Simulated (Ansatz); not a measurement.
# Resistivity from frozen vibrations: Nb(100) with 4 thermally displaced layers, 2x2, part 2 of 2

How much do lattice vibrations at 80 K scatter the electrons of Nb? Layers with random displacements are laid between perfect leads, and the resistance is followed against their length.

Ansatz 0.2.0; Ansatz plane-wave DFT, PBE, PAW files; ballistic transport by layer matching (Landauer), zero bias; PAW set soft_1.

So far, open channels per spin nearest the Fermi level: step 2 (with 4 displaced layers) 10.6.

## (3) With 8 displaced layers

Each atom of 8 layers is moved at random, by amounts drawn from a normal law 0.0463 Å wide in each direction from the Debye model (275 K) at 80 K. A fresh draw is used; the growth of the resistance with length is what counts.

System of this step: Nb(100) with 8 thermally displaced layers, 2x2. The cell holds 72 atoms: 72 Nb. Its edges and angles: a = 6.613 Å, b = 6.613 Å, c = 29.757 Å, α = 90.0°, β = 90.0°, γ = 90.0°. It derives from Nb. Regions: lead, 40 atoms (40 Nb); scattering region, 32 atoms (32 Nb). The structure is stacked along c, and the current runs across the ab planes.

The input, input.yaml:

```yaml
crystal:
  lattice:
    - [6.6126, 0.0, 0.0]
    - [0.0, 6.6126, 0.0]
    - [0.0, 0.0, 29.7567]
  atoms:
    - { symbol: Nb, position: [0.0, 0.0, 0.0277777778] }
    - { symbol: Nb, position: [0.0, 0.5, 0.0277777778] }
    - { symbol: Nb, position: [0.5, 0.0, 0.0277777778] }
    - { symbol: Nb, position: [0.5, 0.5, 0.0277777778] }
    - { symbol: Nb, position: [0.25, 0.25, 0.0833333333] }
    - { symbol: Nb, position: [0.25, 0.75, 0.0833333333] }
    - { symbol: Nb, position: [0.75, 0.25, 0.0833333333] }
    - { symbol: Nb, position: [0.75, 0.75, 0.0833333333] }
    - { symbol: Nb, position: [0.0, 0.0, 0.1388888889] }
    - { symbol: Nb, position: [0.0, 0.5, 0.1388888889] }
    - { symbol: Nb, position: [0.5, 0.0, 0.1388888889] }
    - { symbol: Nb, position: [0.5, 0.5, 0.1388888889] }
    - { symbol: Nb, position: [0.25, 0.25, 0.1944444444] }
    - { symbol: Nb, position: [0.25, 0.75, 0.1944444444] }
    - { symbol: Nb, position: [0.75, 0.25, 0.1944444444] }
    - { symbol: Nb, position: [0.75, 0.75, 0.1944444444] }
    - { symbol: Nb, position: [0.0, 0.0, 0.25] }
    - { symbol: Nb, position: [0.0, 0.5, 0.25] }
    - { symbol: Nb, position: [0.5, 0.0, 0.25] }
    - { symbol: Nb, position: [0.5, 0.5, 0.25] }
    - { symbol: Nb, position: [0.2626247774, 0.259215459, 0.3061120684] }
    - { symbol: Nb, position: [0.2415328272, 0.7499687881, 0.3065778184] }
    - { symbol: Nb, position: [0.740971935, 0.2527687786, 0.3062249394] }
    - { symbol: Nb, position: [0.7548774502, 0.741702411, 0.3045251522] }
    - { symbol: Nb, position: [0.9969417234, 0.9918027293, 0.363819655] }
    - { symbol: Nb, position: [0.9965249548, 0.502305222, 0.3607084619] }
    - { symbol: Nb, position: [0.5110960289, 0.0092522985, 0.3620973679] }
    - { symbol: Nb, position: [0.4845591234, 0.5003645879, 0.3621757473] }
    - { symbol: Nb, position: [0.257035161, 0.2456700778, 0.419503903] }
    - { symbol: Nb, position: [0.2407472111, 0.7453644081, 0.4181227266] }
    - { symbol: Nb, position: [0.7503437453, 0.2640315671, 0.4169602288] }
    - { symbol: Nb, position: [0.7455629553, 0.7473542612, 0.4149675338] }
    - { symbol: Nb, position: [0.9910467832, 0.0044175459, 0.4731272137] }
    - { symbol: Nb, position: [0.0090714923, 0.4947121749, 0.4748525006] }
    - { symbol: Nb, position: [0.4979861592, 0.0110325096, 0.471548288] }
    - { symbol: Nb, position: [0.4948461739, 0.5017503462, 0.4738284011] }
    - { symbol: Nb, position: [0.2511282586, 0.2458969649, 0.5256892302] }
    - { symbol: Nb, position: [0.2401789863, 0.7535225001, 0.5293189591] }
    - { symbol: Nb, position: [0.748848722, 0.242471495, 0.5291372791] }
    - { symbol: Nb, position: [0.7410277666, 0.7450032462, 0.5287448269] }
    - { symbol: Nb, position: [0.9842323592, 0.0027074466, 0.5824276021] }
    - { symbol: Nb, position: [0.0007657666, 0.4994695291, 0.5836480659] }
    - { symbol: Nb, position: [0.5048643409, 0.9946857993, 0.5855460867] }
    - { symbol: Nb, position: [0.5050880301, 0.5059123728, 0.5851472597] }
    - { symbol: Nb, position: [0.2555189462, 0.2559147975, 0.6390066033] }
    - { symbol: Nb, position: [0.240002024, 0.7490536849, 0.6376906006] }
    - { symbol: Nb, position: [0.7400302784, 0.2518110823, 0.6380035436] }
    - { symbol: Nb, position: [0.7427837477, 0.7426912735, 0.639306868] }
    - { symbol: Nb, position: [0.0025133581, 0.0092669894, 0.6944227765] }
    - { symbol: Nb, position: [0.0073005886, 0.5098262315, 0.6962354825] }
    - { symbol: Nb, position: [0.4834253678, 0.0086098791, 0.6949733008] }
    - { symbol: Nb, position: [0.5029695357, 0.5026013393, 0.695040474] }
    - { symbol: Nb, position: [0.25, 0.25, 0.75] }
    - { symbol: Nb, position: [0.25, 0.75, 0.75] }
    - { symbol: Nb, position: [0.75, 0.25, 0.75] }
    - { symbol: Nb, position: [0.75, 0.75, 0.75] }
    - { symbol: Nb, position: [0.0, 0.0, 0.8055555556] }
    - { symbol: Nb, position: [0.0, 0.5, 0.8055555556] }
    - { symbol: Nb, position: [0.5, 0.0, 0.8055555556] }
    - { symbol: Nb, position: [0.5, 0.5, 0.8055555556] }
    - { symbol: Nb, position: [0.25, 0.25, 0.8611111111] }
    - { symbol: Nb, position: [0.25, 0.75, 0.8611111111] }
    - { symbol: Nb, position: [0.75, 0.25, 0.8611111111] }
    - { symbol: Nb, position: [0.75, 0.75, 0.8611111111] }
    - { symbol: Nb, position: [0.0, 0.0, 0.9166666667] }
    - { symbol: Nb, position: [0.0, 0.5, 0.9166666667] }
    - { symbol: Nb, position: [0.5, 0.0, 0.9166666667] }
    - { symbol: Nb, position: [0.5, 0.5, 0.9166666667] }
    - { symbol: Nb, position: [0.25, 0.25, 0.9722222222] }
    - { symbol: Nb, position: [0.25, 0.75, 0.9722222222] }
    - { symbol: Nb, position: [0.75, 0.25, 0.9722222222] }
    - { symbol: Nb, position: [0.75, 0.75, 0.9722222222] }
kpoints:
  mp_grid: { grid: [4, 4, 1] }
hamiltonian:
  xc: pbe
  pseudopotentials: { kind: paw, azcp: { folder: soft_1 } }
scf:
  occupations: { method: fermi_dirac, width: 0.1 }
output:
  transmission: { leads: [[0, 4]], kmesh: [8, 8], e_range: [-0.05, 0.05], de: 0.05 }
  write_potential: true
  write_density: true
  volumetric_format: npy
```

The run is started by

```sh
ansatz run input.yaml --threads 4 --pin off --max-ram 15360MiB --backend cpu --events-out ev --progress --plain --runs-dir out
```

Numbers of over 12 decimals in the logs are rounded to 6 here.

The program printed:

```text
[...]
Crystal: 72 atoms, lattice volume = 1301.156 Å³
Basis set: ecut = 420 eV, 25467 PW (Γ)
Bands: 562, of which v1, the nominal top of the filled ones, is band 468 counted from 1 (467 counted from 0)
Symmetry: 1 space group operations
[...]
k-points: 10 of 16 (time reversal used)
[...]
SCF iter   1: F=—  HF=-327800.063506 eV  |F-HF|=—  |Δ(HF+E_count)|=         —  Δρ=7.75e-2  dr2=9.19e1  ethr=3.10e-3  ⟨swp⟩=5.9  Hψ=22154  notcnv=0
[...]
SCF iter   8: F=-327767.731984 eV  HF=-327767.731984 eV  |F-HF|=5.82e-10  |Δ(HF+E_count)|=   1.69e-8  Δρ=7.00e-7  dr2=4.85e-9  ethr=1.07e-11  ⟨swp⟩=7.4  Hψ=13862  notcnv=0
SCF 1 converged in 8 iterations: F = -327767.731984 eV  dr2 = 4.85e-9
[...]
transmission: 192 of 1870 steps passed
transmission: 375 of 1870 steps passed
[...]
transmission: 1870 of 1870 steps passed
SCF converged after 8 iterations
Free energy (F): -327767.731984 eV
[...]
Internal energy: -327764.249712 eV  (E = F + TS)
E sigma→0 (E₀):  -327765.990848 eV
Entropy (-TS):   -3.482272 eV (-48.365 meV/atom)
Fermi energy:    17.741754 eV
[...]
--- Band table (eV; the first three rows and the last of 10) ---
  k-point 0: bands = [... 464 lower, 18.1974, 18.2152, 18.3707, 18.3786, 18.3893, 18.4029, 18.4050, 18.4227, ... 90 higher]
  k-point 1: bands = [... 464 lower, 17.9843, 18.0219, 18.0337, 18.0475, 18.0569, 18.0674, 18.0971, 18.1585, ... 90 higher]
  k-point 2: bands = [... 464 lower, 17.6625, 17.6741, 17.6829, 17.6878, 17.6946, 17.7013, 17.7036, 17.7155, ... 90 higher]
  k-point 9: bands = [... 464 lower, 17.1275, 17.1522, 17.1549, 17.1694, 17.1789, 17.1853, 17.1972, 17.2067, ... 90 higher]
--- Transmission ---
  basis      : 385 plane waves across, 55 finite elements along
  points     : 34, standing for a mesh of 8 x 8
[...]
channels       : 1.060938e1 a spin
[...]
junction   : crystal 0 to crystal 0, 0.70 to 28.80 Å
    transmission   : 8.455148e0 a spin
[...]
```

The job ended after 26 min (4 threads of Arm Neoverse V1, shared host; peak memory 8.2 GiB).

Numbers from this step:

```yaml
free_energy: -327767.7320 eV
energy_at_zero_smearing: -327765.9908 eV
transmission_per_spin_nearest_the_fermi_level: 8.455
step_of_the_lead_s_potential: 1.1 meV
```

Per spin. Transmission, zone mean against energy, zero at the Fermi level:

| energy (eV) | transmission, zone mean |
| --- | --- |
| -0.0500 | 8.93 |
| 0.0000 | 8.46 |
| 0.0500 | 8.36 |

Over the solved energies the transmission per spin lies between 8.36 and 8.93, out of 10.7 channels of the lead on average (up to 11.4).

## (4) With 12 displaced layers

Each atom of 12 layers is moved at random, by amounts drawn from a normal law 0.0463 Å wide in each direction from the Debye model (275 K) at 80 K. A fresh draw is used; the growth of the resistance with length is what counts.

System of this step: Nb(100) with 12 thermally displaced layers, 2x2. The cell holds 88 atoms: 88 Nb. Its edges and angles: a = 6.613 Å, b = 6.613 Å, c = 36.369 Å, α = 90.0°, β = 90.0°, γ = 90.0°. It derives from Nb. Regions: lead, 40 atoms (40 Nb); scattering region, 48 atoms (48 Nb). The structure is stacked along c, and the current runs across the ab planes.

The input, input.yaml:

```yaml
crystal:
  lattice:
    - [6.6126, 0.0, 0.0]
    - [0.0, 6.6126, 0.0]
    - [0.0, 0.0, 36.3693]
  atoms:
    - { symbol: Nb, position: [0.0, 0.0, 0.0227272727] }
    - { symbol: Nb, position: [0.0, 0.5, 0.0227272727] }
    - { symbol: Nb, position: [0.5, 0.0, 0.0227272727] }
    - { symbol: Nb, position: [0.5, 0.5, 0.0227272727] }
    - { symbol: Nb, position: [0.25, 0.25, 0.0681818182] }
    - { symbol: Nb, position: [0.25, 0.75, 0.0681818182] }
    - { symbol: Nb, position: [0.75, 0.25, 0.0681818182] }
    - { symbol: Nb, position: [0.75, 0.75, 0.0681818182] }
    - { symbol: Nb, position: [0.0, 0.0, 0.1136363636] }
    - { symbol: Nb, position: [0.0, 0.5, 0.1136363636] }
    - { symbol: Nb, position: [0.5, 0.0, 0.1136363636] }
    - { symbol: Nb, position: [0.5, 0.5, 0.1136363636] }
    - { symbol: Nb, position: [0.25, 0.25, 0.1590909091] }
    - { symbol: Nb, position: [0.25, 0.75, 0.1590909091] }
    - { symbol: Nb, position: [0.75, 0.25, 0.1590909091] }
    - { symbol: Nb, position: [0.75, 0.75, 0.1590909091] }
    - { symbol: Nb, position: [0.0, 0.0, 0.2045454545] }
    - { symbol: Nb, position: [0.0, 0.5, 0.2045454545] }
    - { symbol: Nb, position: [0.5, 0.0, 0.2045454545] }
    - { symbol: Nb, position: [0.5, 0.5, 0.2045454545] }
    - { symbol: Nb, position: [0.2522382634, 0.2474849506, 0.2475771781] }
    - { symbol: Nb, position: [0.2492367909, 0.7443679289, 0.2513762069] }
    - { symbol: Nb, position: [0.7479764974, 0.2505849453, 0.2489175401] }
    - { symbol: Nb, position: [0.7464218638, 0.7499191832, 0.2481075238] }
    - { symbol: Nb, position: [0.0021070211, 0.9992567092, 0.293943852] }
    - { symbol: Nb, position: [0.9831946214, 0.5035951619, 0.2950754017] }
    - { symbol: Nb, position: [0.4962860187, 0.9983451699, 0.2977688681] }
    - { symbol: Nb, position: [0.4996510247, 0.5006069759, 0.2935599063] }
    - { symbol: Nb, position: [0.2615435649, 0.2564292059, 0.3422684437] }
    - { symbol: Nb, position: [0.2503340619, 0.7564233674, 0.3413817042] }
    - { symbol: Nb, position: [0.7542968616, 0.248933523, 0.3390312503] }
    - { symbol: Nb, position: [0.7572095946, 0.7364409626, 0.3406033941] }
    - { symbol: Nb, position: [0.998566829, 0.9926922612, 0.3871447999] }
    - { symbol: Nb, position: [0.9985962095, 0.4969386886, 0.3870259526] }
    - { symbol: Nb, position: [0.4966604197, 0.0097331392, 0.3868114157] }
    - { symbol: Nb, position: [0.4966761587, 0.4863757563, 0.3846974635] }
    - { symbol: Nb, position: [0.2576158588, 0.2496453971, 0.4314574599] }
    - { symbol: Nb, position: [0.2615149225, 0.7410119628, 0.4310720111] }
    - { symbol: Nb, position: [0.7466883888, 0.2541087003, 0.4309727896] }
    - { symbol: Nb, position: [0.7457015354, 0.738752075, 0.4327474261] }
    - { symbol: Nb, position: [0.0056489415, 0.9966618373, 0.4774808343] }
    - { symbol: Nb, position: [0.9909419107, 0.4966938162, 0.4790283372] }
    - { symbol: Nb, position: [0.5009511196, 0.0161896426, 0.4762697864] }
    - { symbol: Nb, position: [0.5040662854, 0.4986300123, 0.4779936204] }
    - { symbol: Nb, position: [0.2499494671, 0.24606746, 0.5216218658] }
    - { symbol: Nb, position: [0.2714849479, 0.7494580122, 0.5201579001] }
    - { symbol: Nb, position: [0.7454549957, 0.254751296, 0.5220902256] }
    - { symbol: Nb, position: [0.7595331916, 0.7570242063, 0.5225331822] }
    - { symbol: Nb, position: [0.9966909937, 0.9929589568, 0.5672900098] }
    - { symbol: Nb, position: [0.9896770962, 0.5084396874, 0.5702084869] }
    - { symbol: Nb, position: [0.4911977373, 0.9917194739, 0.5659286052] }
    - { symbol: Nb, position: [0.4932458872, 0.4782326534, 0.5667264716] }
    - { symbol: Nb, position: [0.2590880058, 0.2475777341, 0.6147251662] }
    - { symbol: Nb, position: [0.2465735979, 0.7623377012, 0.6138901819] }
    - { symbol: Nb, position: [0.7473231569, 0.2678858578, 0.6132229629] }
    - { symbol: Nb, position: [0.7414423987, 0.7514148643, 0.613586885] }
    - { symbol: Nb, position: [0.0074721634, 0.9935417418, 0.6601161771] }
    - { symbol: Nb, position: [0.0059755502, 0.4953212476, 0.6592988938] }
    - { symbol: Nb, position: [0.4941785882, 0.0164380171, 0.658193784] }
    - { symbol: Nb, position: [0.4968251258, 0.4925312459, 0.6586499254] }
    - { symbol: Nb, position: [0.2499588243, 0.2553802061, 0.7037676501] }
    - { symbol: Nb, position: [0.2486982074, 0.7400740915, 0.7034912838] }
    - { symbol: Nb, position: [0.7693110477, 0.2572964082, 0.7035498634] }
    - { symbol: Nb, position: [0.7406283217, 0.7431637002, 0.7045178188] }
    - { symbol: Nb, position: [0.0002433515, 0.994783967, 0.7483608104] }
    - { symbol: Nb, position: [0.0099671761, 0.5031651409, 0.7495227731] }
    - { symbol: Nb, position: [0.4984537385, 0.9962893679, 0.7462592642] }
    - { symbol: Nb, position: [0.5008104888, 0.4924982664, 0.7487225072] }
    - { symbol: Nb, position: [0.25, 0.25, 0.7954545455] }
    - { symbol: Nb, position: [0.25, 0.75, 0.7954545455] }
    - { symbol: Nb, position: [0.75, 0.25, 0.7954545455] }
    - { symbol: Nb, position: [0.75, 0.75, 0.7954545455] }
    - { symbol: Nb, position: [0.0, 0.0, 0.8409090909] }
    - { symbol: Nb, position: [0.0, 0.5, 0.8409090909] }
    - { symbol: Nb, position: [0.5, 0.0, 0.8409090909] }
    - { symbol: Nb, position: [0.5, 0.5, 0.8409090909] }
    - { symbol: Nb, position: [0.25, 0.25, 0.8863636364] }
    - { symbol: Nb, position: [0.25, 0.75, 0.8863636364] }
    - { symbol: Nb, position: [0.75, 0.25, 0.8863636364] }
    - { symbol: Nb, position: [0.75, 0.75, 0.8863636364] }
    - { symbol: Nb, position: [0.0, 0.0, 0.9318181818] }
    - { symbol: Nb, position: [0.0, 0.5, 0.9318181818] }
    - { symbol: Nb, position: [0.5, 0.0, 0.9318181818] }
    - { symbol: Nb, position: [0.5, 0.5, 0.9318181818] }
    - { symbol: Nb, position: [0.25, 0.25, 0.9772727273] }
    - { symbol: Nb, position: [0.25, 0.75, 0.9772727273] }
    - { symbol: Nb, position: [0.75, 0.25, 0.9772727273] }
    - { symbol: Nb, position: [0.75, 0.75, 0.9772727273] }
kpoints:
  mp_grid: { grid: [4, 4, 1] }
hamiltonian:
  xc: pbe
  pseudopotentials: { kind: paw, azcp: { folder: soft_1 } }
scf:
  occupations: { method: fermi_dirac, width: 0.1 }
output:
  transmission: { leads: [[0, 4]], kmesh: [8, 8], e_range: [-0.05, 0.05], de: 0.05 }
  write_potential: true
  write_density: true
  volumetric_format: npy
```

The program printed:

```text
[...]
Crystal: 88 atoms, lattice volume = 1590.301 Å³
Basis set: ecut = 420 eV, 31009 PW (Γ)
Bands: 687, of which v1, the nominal top of the filled ones, is band 572 counted from 1 (571 counted from 0)
Symmetry: 1 space group operations
[...]
k-points: 10 of 16 (time reversal used)
[...]
SCF iter   1: F=—  HF=-400644.018472 eV  |F-HF|=—  |Δ(HF+E_count)|=         —  Δρ=7.76e-2  dr2=1.15e2  ethr=3.10e-3  ⟨swp⟩=5.9  Hψ=27132  notcnv=0  defer=10
[...]
SCF iter   8: F=-400604.429352 eV  HF=-400604.429352 eV  |F-HF|=1.40e-9  |Δ(HF+E_count)|=   1.59e-8  Δρ=8.00e-7  dr2=8.26e-9  ethr=8.74e-12  ⟨swp⟩=8.2  Hψ=17251  notcnv=0
SCF 1 converged in 8 iterations: F = -400604.429352 eV  dr2 = 8.26e-9
[...]
transmission: 228 of 2278 steps passed
transmission: 456 of 2278 steps passed
[...]
transmission: 2278 of 2278 steps passed
SCF converged after 8 iterations
Free energy (F): -400604.429352 eV
[...]
Internal energy: -400600.203908 eV  (E = F + TS)
E sigma→0 (E₀):  -400602.316630 eV
Entropy (-TS):   -4.225444 eV (-48.016 meV/atom)
Fermi energy:    17.750183 eV
[...]
--- Band table (eV; the first three rows and the last of 10) ---
  k-point 0: bands = [... 568 lower, 18.1844, 18.1928, 18.2079, 18.2165, 18.2256, 18.2435, 18.2470, 18.2486, ... 111 higher]
  k-point 1: bands = [... 568 lower, 17.9615, 17.9853, 18.0000, 18.0209, 18.0361, 18.0602, 18.0711, 18.1222, ... 111 higher]
  k-point 2: bands = [... 568 lower, 17.6974, 17.7031, 17.7130, 17.7305, 17.7314, 17.7386, 17.7435, 17.7575, ... 111 higher]
  k-point 9: bands = [... 568 lower, 17.0720, 17.0809, 17.0918, 17.1052, 17.1157, 17.1217, 17.1337, 17.1430, ... 111 higher]
--- Transmission ---
  basis      : 385 plane waves across, 67 finite elements along
  points     : 34, standing for a mesh of 8 x 8
[...]
channels       : 1.060938e1 a spin
[...]
junction   : crystal 0 to crystal 0, 0.70 to 35.41 Å
    transmission   : 7.627572e0 a spin
[...]
```

Run time: 39 min. Hardware: 4 threads; peak memory 8.6 GiB.

This step gave:

| Quantity | Value |
| --- | --- |
| free energy | -400604.4294 eV |
| energy at zero smearing | -400602.3166 eV |
| Fermi energy | 17.75 eV |
| transmission per spin nearest the Fermi level | 7.628 |
| step of the lead's potential | 2.3 meV |

Per spin. Transmission, zone mean against energy, zero at the Fermi level:

| energy (eV) | transmission, zone mean |
| --- | --- |
| -0.0500 | 7.88 |
| 0.0000 | 7.63 |
| 0.0500 | 7.47 |

Over the solved energies the transmission per spin lies between 7.47 and 7.88, out of 10.7 channels of the lead on average (up to 11.4).

## (5) The fit

This step: Ansatz plane-wave DFT, PBE, PAW files; ballistic transport by layer matching (Landauer), zero bias; resistivity from the slope of the area resistance; PAW set soft_1 (Ansatz 0.2.0).

Numbers from this step:

| Property | Result |
| --- | --- |
| resistivity | 11.43 µΩ cm |
| intercept | -0.01691 fΩ m² |
| scatter about the fit | 0.001497 fΩ m² |

Resistance, by row:

| run | length (Å) | T | channels N | RA (fΩ m²) |
| --- | --- | --- | --- | --- |
| n4 | 6.613 | 9.639 | 10.73 | 0.05972 |
| n8 | 13.23 | 8.579 | 10.73 | 0.1321 |
| n12 | 19.84 | 7.662 | 10.73 | 0.2109 |

Table of area resistance by length of the displaced region:

| length of the displaced region (Å) | area resistance (fΩ m²) |
| --- | --- |
| 6.61 | 0.0597 |
| 13.23 | 0.132 |
| 19.84 | 0.211 |

The area resistance goes from 0.060 to 0.21 fΩ m² between 6.6 and 19.8 Å, a slope of 11 µΩ cm.

By hand from the end points: (0.2109 − 0.05972) fΩ m² / (19.84 − 6.61) Å = 11 µΩ cm, since 1 fΩ m² per Å is 1000 µΩ cm.

## (6) Results

```
resistivity from the slope  : 11.4 µΩ cm
area resistance over 6.61 Å : 0.0597 fΩ m²
area resistance over 13.2 Å : 0.132 fΩ m²
area resistance over 19.8 Å : 0.211 fΩ m²
```

**Reading.** The slope gives 11 µΩ cm. The points scatter by 0.0015 fΩ m² about the line, with one random draw a length in a 2x2 cell, so the slope is a rough value. The mean square of the displacements drawn is 0.78, 0.99 and 1.2 of the nominal one at the three lengths; with each resistance scaled back by that, the slope is 7.8 µΩ cm, the value used below. Read with a model of isotropic scattering on a spherical Fermi surface and the lead's 1.9×10¹⁵ S/m², this slope means a mean free path near 56 Å; over these lengths the model's slope is 1.11 times its bulk resistivity, which would be 7.0 µΩ cm. This far under the Debye temperature the model doesn't describe a real metal: frozen displacements count zero-point motion as scattering and turn electrons through all angles, while in the metal the short-wave phonons freeze out.

[Logs are printed without paths, hosts, clocks, repeated set-up lines and the standing remarks that a program may print on its own settings, such as how far it seeks lower states.]

[Hosts, paths, dates, database ids (printed as entryN), source tags and the programs' standing remarks are cut or masked in the printed files.]
